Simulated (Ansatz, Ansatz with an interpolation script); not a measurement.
# From a coarse GW mesh to bands everywhere: Ta2O5 (Pm), part 2 of 2

G0W0 gives levels on a mesh alone; what do the bands of Ta2O5 (Pm) look like between the points?

Ansatz 0.2.0; LDA, Wannier functions and G0W0, plane waves, PAW. Known limits of the many-body steps: not at the basis limit; no spin-orbit coupling; coarse k mesh.

So far. Step 3 (Wannier functions (O:2p Ta:5d) on 8×8×4): Near the gap the model misses directly solved bands by 0.2 meV r.m.s. and by 8 meV at most in the window tested. This tests the starting bands, not the corrections carried with them. Step 4 (G0W0 at every point of the mesh: 4×4×2 mesh, 1327 empty …): The gap on the mesh goes from 1.87 eV to 3.27 eV, a correction of +1.40 eV.

### 5. Interpolating the corrections

A script adds the corrections, carried to the Wannier functions and back, to the LDA levels, along the path and on a 9×13×9 mesh.

| Property | Result |
| --- | --- |
| G0W0 gap over the zone | 3.271 eV |
| valence top at | Z |
| conduction bottom at | Γ |
| starting gap over the zone | 1.871 eV |
| least direct G0W0 gap | 3.957 eV |
| G0W0 gap on the mesh | 3.271 eV |
| valence width, start | 6.640 eV |
| valence width, G0W0 | 6.665 eV |
| gap by a rigid shift | 3.270 eV |

Levels solved directly plus the interpolated quasiparticle correction. Limits: finite bands, cutoff and mesh; no spin-orbit coupling; coarse k mesh. Quasiparticle bands along the path, in eV, zero at the valence-band top of each set:

| point | band 53 | band 54 | band 55 | band 56 | band 57 | band 58 | band 59 | band 60 |
| --- | --- | --- | --- | --- | --- | --- | --- | --- |
| Γ | -0.87 | -0.84 | -0.80 | -0.69 | 3.27 | 3.93 | 4.17 | 4.61 |
| halfway | -0.92 | -0.67 | -0.61 | -0.48 | 4.63 | 4.69 | 4.98 | 5.01 |
| Z | -0.78 | -0.50 | -0.41 | 0.00 | 4.66 | 4.76 | 5.09 | 6.56 |
| halfway | -0.84 | -0.55 | -0.37 | -0.07 | 4.80 | 4.92 | 5.24 | 6.29 |
| D | -0.67 | -0.65 | -0.24 | -0.23 | 5.00 | 5.08 | 5.63 | 5.63 |
| halfway | -0.76 | -0.76 | -0.59 | -0.59 | 4.88 | 4.89 | 5.21 | 5.25 |
| B | -0.99 | -0.94 | -0.87 | -0.84 | 3.68 | 3.70 | 4.60 | 4.63 |
| halfway | -0.99 | -0.88 | -0.83 | -0.80 | 3.39 | 4.00 | 4.15 | 4.76 |
| Γ | -0.87 | -0.84 | -0.80 | -0.69 | 3.27 | 3.93 | 4.17 | 4.61 |
| halfway | -1.02 | -0.95 | -0.88 | -0.79 | 3.52 | 3.86 | 3.97 | 4.46 |
| A | -1.10 | -1.09 | -0.83 | -0.81 | 3.57 | 3.61 | 4.52 | 4.54 |
| halfway | -0.83 | -0.82 | -0.68 | -0.68 | 4.54 | 4.67 | 5.14 | 5.16 |
| E | -0.74 | -0.74 | -0.32 | -0.31 | 4.59 | 4.72 | 6.17 | 6.25 |
| halfway | -0.99 | -0.39 | -0.35 | -0.16 | 4.54 | 4.79 | 5.54 | 6.46 |
| Z | -0.78 | -0.50 | -0.41 | 0.00 | 4.66 | 4.76 | 5.09 | 6.56 |
| halfway | -1.18 | -0.39 | -0.31 | -0.08 | 4.29 | 4.77 | 5.43 | 6.54 |
| C2 | -0.76 | -0.62 | -0.26 | -0.11 | 4.12 | 4.79 | 5.36 | 6.49 |
| halfway | -0.86 | -0.72 | -0.70 | -0.61 | 4.08 | 4.75 | 5.06 | 5.22 |
| Y2 | -0.97 | -0.96 | -0.90 | -0.76 | 3.60 | 3.70 | 3.74 | 3.97 |
| halfway | -0.93 | -0.92 | -0.89 | -0.74 | 3.41 | 3.79 | 3.95 | 4.20 |
| Γ | -0.87 | -0.84 | -0.80 | -0.69 | 3.27 | 3.93 | 4.17 | 4.61 |

The same for LDA:

| point | band 53 | band 54 | band 55 | band 56 | band 57 | band 58 | band 59 | band 60 |
| --- | --- | --- | --- | --- | --- | --- | --- | --- |
| Γ | -0.82 | -0.78 | -0.75 | -0.67 | 1.87 | 2.49 | 2.72 | 3.09 |
| Z | -0.76 | -0.48 | -0.39 | 0.00 | 3.13 | 3.26 | 3.59 | 5.08 |
| D | -0.64 | -0.62 | -0.23 | -0.21 | 3.50 | 3.58 | 4.12 | 4.12 |
| B | -0.95 | -0.91 | -0.84 | -0.82 | 2.27 | 2.28 | 3.18 | 3.21 |
| Γ | -0.82 | -0.78 | -0.75 | -0.67 | 1.87 | 2.49 | 2.72 | 3.09 |
| A | -1.02 | -1.02 | -0.80 | -0.79 | 2.15 | 2.19 | 3.03 | 3.11 |
| E | -0.70 | -0.70 | -0.31 | -0.29 | 3.08 | 3.21 | 4.66 | 4.75 |
| Z | -0.76 | -0.48 | -0.39 | 0.00 | 3.13 | 3.26 | 3.59 | 5.08 |
| C2 | -0.72 | -0.60 | -0.26 | -0.11 | 2.61 | 3.29 | 3.82 | 5.01 |
| Y2 | -0.93 | -0.88 | -0.83 | -0.73 | 2.18 | 2.30 | 2.32 | 2.54 |
| Γ | -0.82 | -0.78 | -0.75 | -0.67 | 1.87 | 2.49 | 2.72 | 3.09 |

Minima of the lowest conduction band, from levels solved directly at the displaced points, plus the interpolated correction; masses are left empty at degenerate points, on flat bands and where the interpolated correction rules the curvature; G0W0 masses are rough. Conduction valleys, by row:

| point | k (reciprocal lattice) | valleys in the zone | G0W0 level above the valence top (eV) | LDA level above the valence top (eV) | G0W0 principal masses (m_e) | LDA principal masses (m_e) |
| --- | --- | --- | --- | --- | --- | --- |
| Γ | 0.000 0.000 0.000 | 1 | 3.271 | 1.871 | 0.246 1.362 1.704 | 0.242 1.245 1.869 |
| A | -0.500 0.000 -0.500 | 1 | 3.568 | 2.149 | 0.286 1.229 6.717 | 0.270 1.179 7.139 |

Second differences of levels solved directly at the displaced points, plus the interpolated correction, at the quasiparticle band edges; no spin-orbit coupling; left empty where the band is flat or the interpolated correction rules the curvature. Effective masses, by row:

| carrier | point | Cartesian direction | band | LDA mass (m_e) | G0W0 mass (m_e) |
| --- | --- | --- | --- | --- | --- |
| hole | Z | 100 | 56 | 2.852 | 2.607 |
| hole | Z | 010 | 56 | 1.079 | 1.018 |
| hole | Z | 001 | 56 | 2.602 | 2.455 |
| hole | Z | 110 | 56 | 1.569 | 1.467 |
| hole | Z | 111 | 56 | 1.809 | 1.696 |
| electron | Γ | 100 | 57 | 1.868 | 1.703 |
| electron | Γ | 010 | 57 | 0.241 | 0.245 |
| electron | Γ | 001 | 57 | 1.243 | 1.362 |
| electron | Γ | 110 | 57 | 0.427 | 0.428 |
| electron | Γ | 111 | 57 | 0.546 | 0.555 |

Corrections by starting level (eV, on the run's own energy scale, so only their differences matter):

| start | correction |
| --- | --- |
| -6.64 | −0.54 |
| -5.65 | −0.54 |
| -4.98 | −0.58 |
| -4.27 | −0.57 |
| -3.65 | −0.64 |
| -3.13 | −0.60 |
| -2.73 | −0.59 |
| -1.89 | −0.59 |
| -1.51 | −0.64 |
| -1.01 | −0.54 |
| -0.58 | −0.54 |
| -0.28 | −0.53 |
| 2.27 | +0.90 |
| 3.15 | +0.96 |
| 3.80 | +0.91 |
| 4.64 | +0.94 |
| 5.38 | +0.96 |
| 6.33 | +0.95 |

### 6. LDA+SOC bands, for comparison

The many-body steps leave out spin-orbit coupling, so its effect is taken from a two-component run, with twice the bands.

This step: DFT, LDA with spin-orbit coupling, plane waves, PAW.

input.yaml

```yaml
crystal:
  lattice:
    - [6.2273640003, 0.0, 0.0]
    - [0.0, 3.875383, 0.0]
    - [-0.0001327687, 0.0, 7.4248739991]
  atoms:
    - { symbol: Ta, position: [0.002232, 0.0, 0.000283] }
    - { symbol: Ta, position: [0.002759, 0.0, 0.50068] }
    - { symbol: Ta, position: [0.534189, 0.0, 0.250328] }
    - { symbol: Ta, position: [0.470802, 0.0, 0.750313] }
    - { symbol: O, position: [0.008574, 0.5, 0.001155] }
    - { symbol: O, position: [0.008883, 0.5, 0.499089] }
    - { symbol: O, position: [0.56989, 0.5, 0.250488] }
    - { symbol: O, position: [0.441352, 0.5, 0.750515] }
    - { symbol: O, position: [0.318765, 0.0, 0.063494] }
    - { symbol: O, position: [0.880461, 0.0, 0.250437] }
    - { symbol: O, position: [0.695155, 0.0, 0.568296] }
    - { symbol: O, position: [0.320253, 0.0, 0.438689] }
    - { symbol: O, position: [0.127957, 0.0, 0.750441] }
    - { symbol: O, position: [0.693729, 0.0, 0.933793] }
kpoints:
  mp_grid: { grid: [4, 4, 2] }
  band_path:
    path:
      - [0.0, 0.0, 0.0]
      - [0.0, 0.5, 0.0]
      - [0.0, 0.5, 0.5]
      - [0.0, 0.0, 0.5]
      - [0.0, 0.0, 0.0]
      - [-0.5, 0.0, 0.5]
      - [-0.5, 0.5, 0.5]
      - [0.0, 0.5, 0.0]
      - [-0.5, 0.5, 0.0]
      - [-0.5, 0.0, 0.0]
      - [0.0, 0.0, 0.0]
    npoints: 10
hamiltonian:
  xc: lda
scf:
  occupations: { method: fermi_dirac, width: 0.02 }
  n_extra_bands: 16
magnetization:
  noncollinear: true
  spin_orbit: true
output:
  eigenvalues: true
```

On the command line:

```
$ ansatz run input.yaml --threads 16 --pin off --max-ram 64512MiB --backend cuda --events-out ev --progress --plain --runs-dir out --devices 1 --max-vram 78GiB
```

Numbers of over 12 decimals in the logs are rounded to 6 here.

Log:

```text
[...]
GPUs: using 1 of 1 available (devices: 1).
[...]
non-collinear run that drives no moment, with spin-orbit: no starting moment large enough to seed its density (crystal.atoms[].spin), no starting occupations that ask for one, no magnetisation constraint and no magnetic field, so the semilocal B_xc is pinned to zero
[...]
Crystal: 14 atoms, lattice volume = 179.188 Å³
Basis set: ecut = 420 eV, 3509 PW (Γ)
Bands: 128, of which v1, the nominal top of the filled ones, is band 112 counted from 1 (111 counted from 0)
Symmetry: 2 space group operations + 2 with time reversal
[...]
k-points: 18 of 32 (time reversal used)
Projection manifold: j_resolved (fully-relativistic pseudo-atomic orbitals)
[...]
SCF iter   1: F=—  HF=-44385.424209 eV  |F-HF|=—  |Δ(HF+E_count)|=         —  Δρ=6.35e-2  dr2=6.01e0  dr2_m=0.00e0 (ungated)  ethr=3.10e-3  |M|=0.00e0 ∫|m|=0.00e0 μB  |m|>n=0.0e0 m-floor=0.0e0 τ_xc=0.0e0  β_m=0.30  ⟨swp⟩=5.4  Hψ=10629  notcnv=0  defer=2
[...]
spin=Noncollinear: Resta preconditioning applied to the charge; magnetization (m_x, m_y, m_z) channels mix plain (no charge-response kernel on spin).
SCF iter   2: F=—  HF=-44384.454413 eV  |F-HF|=—  |Δ(HF+E_count)|=   9.70e-1  Δρ=4.17e-2  dr2=2.15e0  dr2_m=0.00e0 (ungated)  ethr=3.10e-3  |M|=0.00e0 ∫|m|=0.00e0 μB  |m|>n=0.0e0 m-floor=0.0e0 τ_xc=0.0e0  β_m=0.48  ⟨swp⟩=2.2  Hψ=3787  notcnv=0  defer=193
[...]
SCF iter   5: F=—  HF=-44383.856536 eV  |F-HF|=—  |Δ(HF+E_count)|=   3.13e-3  Δρ=2.57e-3  dr2=1.04e-2  dr2_m=0.00e0 (ungated)  ethr=1.81e-5  |M|=0.00e0 ∫|m|=0.00e0 μB  |m|>n=0.0e0 m-floor=0.0e0 τ_xc=0.0e0  β_m=0.70  ⟨swp⟩=2.0  Hψ=3761  notcnv=0  defer=192
[...]
SCF 1 converged in 11 iterations: F = -44383.855336 eV  dr2 = 3.46e-8
[...]
SCF converged after 11 iterations
[...]
```

The job ended after 3.5 s (1 × NVIDIA GB200 (shared by 2 runs) with 16 threads of Arm Neoverse V2, shared host; peak memory 2.7 GiB).

This step gave:

| Item | Value |
| --- | --- |
| filled bands | 112 |
| gap | 1.854 eV |
| valence top at | k = (0.000, -0.500, 0.000) |
| conduction bottom at | k = Γ |
| least direct gap | 2.521 eV |

The gap stands −0.02 eV against LDA.

### 7. HSE06 bands, for comparison

This step: DFT, HSE06, plane waves, PAW.

input.yaml, as its differences from that of step 6:

```diff
@@ -21,3 +21,3 @@
 kpoints:
-  mp_grid: { grid: [4, 4, 2] }
+  mp_grid: { grid: [2, 4, 2] }
   band_path:
@@ -37,9 +37,6 @@
 hamiltonian:
-  xc: lda
+  xc: hse06
 scf:
-  occupations: { method: fermi_dirac, width: 0.02 }
-  n_extra_bands: 16
-magnetization:
-  noncollinear: true
-  spin_orbit: true
+  occupations: { method: fixed }
+  n_extra_bands: 8
 output:
```

Log:

```text
[...]
GPUs: using 1 of 1 available (devices: 1).
[...]
davidson cushion auto → on  (no smearing: the cushion is to keep the highest requested band from converging to the state above it; pin scf.eigensolver.cushion to override)
[...]
Crystal: 14 atoms, lattice volume = 179.188 Å³
Basis set: ecut = 420 eV, 3509 PW (Γ)
Bands: 64, of which v1, the nominal top of the filled ones, is band 56 counted from 1 (55 counted from 0)
Symmetry: 2 space group operations
[...]
k-points: 12 of 16
[...]
SCF iter   1: F=—  HF=-45417.764201 eV  |F-HF|=—  |Δ(HF+E_count)|=         —  Δρ=6.76e-3  dr2=1.01e-1  ethr=1.77e-3  ⟨swp⟩=6.3  Hψ=3454  notcnv=0
[...]
SCF iter   2: F=—  HF=-45417.759846 eV  |F-HF|=—  |Δ(HF+E_count)|=   4.36e-3  Δρ=6.31e-3  dr2=6.82e-2  ethr=9.03e-5  ⟨swp⟩=4.1  Hψ=2438  notcnv=0
[...]
SCF iter   5: F=-45417.745306 eV  HF=-45417.745303 eV  |F-HF|=2.96e-6  |Δ(HF+E_count)|=   1.65e-5  Δρ=2.68e-4  dr2=6.86e-5  ethr=4.57e-7  ⟨swp⟩=3.2  Hψ=2022  notcnv=0
SCF 1 stopped early in 5 iterations: F = -45417.745306 eV  dr2 = 6.86e-5
[...]
Frozen-core exchange: fock
SCF iter   1: F=—  HF=-45418.005876 eV  |F-HF|=—  |Δ(HF+E_count)|=         —  Δρ=1.14e-4  dr2=2.01e-5  ethr=6.04e-7  ⟨swp⟩=3.0  Hψ=1776  notcnv=0
[...]
iter 2 solved again at ethr=1.24e-9 eV; its pass at ethr=1.73e-8 eV (dr2=1.39e-6 eV) is discarded
[...]
SCF iter   4: F=-45418.005876 eV  HF=-45418.005876 eV  |F-HF|=3.60e-8  |Δ(HF+E_count)|=   1.76e-7  Δρ=6.72e-6  dr2=6.03e-8  ethr=4.87e-10  ⟨swp⟩=2.7  Hψ=1707  notcnv=0
SCF 3 converged in 4 iterations: F = -45418.005876 eV  dr2 = 6.03e-8
hybrid outer 2: dexx = +4.284e-6 eV, tail = 1.58e-7 eV, Δε = 3.26e-3 eV (about 1.31e-4 eV left of the loop's levels)
the search or the solves at the SCF's close seem to have found levels that the self-consistency loop had missed (the run counts 1). By its estimate they hold under 1e-12 electrons; where the run keeps them, the occupations were computed again with them
[...]
hybrid SCF converged: 2 outer / 11 inner (+5 warm-up), last move |dexx| = 4.28e-6 eV, tail = 1.58e-7 eV
Stability not checked: this state was not tested for a lower state beside it, because the functional holds exact exchange (a hybrid, or Hartree-Fock), whose exchange loop this test does not read (fock_operator; see scf.lower_state_search)
Free energy (F): -45418.005876 eV
Frozen-core exchange: fock
[...]
Internal energy: -45418.005876 eV  (E = F + TS)
E sigma→0 (E₀):  -45418.005876 eV
Fermi energy:    7.202086 eV
[...]
--- Band table (eV; the first three rows and the last of 12) ---
  k-point 0: bands = [... 52 lower, 6.3800, 6.4326, 6.4566, 6.5814, 10.6155, 11.2641, 11.5033, 12.0130, ... 2 higher]
  k-point 1: bands = [... 52 lower, 6.2929, 6.3325, 6.3962, 6.4227, 11.0232, 11.0355, 11.9468, 11.9713, ... 2 higher]
  k-point 2: bands = [... 52 lower, 6.3208, 6.5756, 6.6078, 6.7562, 12.0311, 12.0918, 12.3427, 12.4276, ... 2 higher]
  k-point 11: bands = [... 52 lower, 6.4702, 6.4703, 6.9078, 6.9209, 11.9682, 12.1103, 13.6317, 13.7378, ... 2 higher]
```

The job ended after 51 s (1 × NVIDIA GB200 (shared by 2 runs) with 16 threads; peak memory 1.5 GiB).

Numbers from this step:

* filled bands: 56
* gap: 3.413 eV
* valence top at: Z
* conduction bottom at: Γ
* least direct gap: 4.034 eV

The gap stands +1.54 eV against LDA.

### 8. What came out

| Property | Result |
| --- | --- |
| LDA gap | 1.87 eV |
| G0W0 gap over the zone | 3.27 eV, indirect |
| least direct G0W0 gap, in the model | 3.96 eV |
| with the spin-orbit change | 3.25 eV |
| GW settings | 4×4×2 mesh, 1327 empty bands, screening to 220 eV |
| known limits | not at the basis limit; no spin-orbit coupling; coarse k mesh |

**Reading.** The Wannier model follows the LDA bands to under 1 meV r.m.s. near the gap. The G0W0 gap over the zone is 3.27 eV, indirect, from Z to Γ; on the mesh alone it is 3.27 eV, nearly the same. The valence width in the model goes from 6.64 eV to 6.67 eV. At the band edge the lightest electron mass is 0.24 m_e at the start and 0.24 m_e in G0W0; the G0W0 masses rest on corrections from the 4×4×2 mesh alone and are rough. LDA+SOC gives a gap of 1.85 eV on the same path, a spin-orbit change of −0.02 eV that would bring the G0W0 gap to 3.25 eV. HSE06 gives a gap of 3.41 eV on the same path. Bands and cutoff are finite, so the gap is not at the basis limit. The miss can reach some tenths of an eV and take either sign; the mesh is an error of its own. Above the frozen window of the model the interpolated levels need not meet the computed ones, even at points of the mesh. The 4×4×2 mesh is coarse for this cell (its supercell is 15 Å along the shortest edge). The RPA ε∞ on it, from the LDA start, is 5.07, 5.50 and 7.67; such meshes misread the long-range screening, most where the gap is narrow.

[Paths, hosts, dates, memory and timing lines, banners, echoed tables and standing remarks are left out of the program output.]

[Logs are printed without paths, hosts, clocks, repeated set-up lines and the standing remarks that a program may print on its own settings, such as how far it seeks lower states.]

[Runs of the session that timed out or met a known fault of the program may be left out.]

[Hosts, paths, dates, database ids (printed as entryN), source tags and the programs' standing remarks are cut or masked in the printed files.]
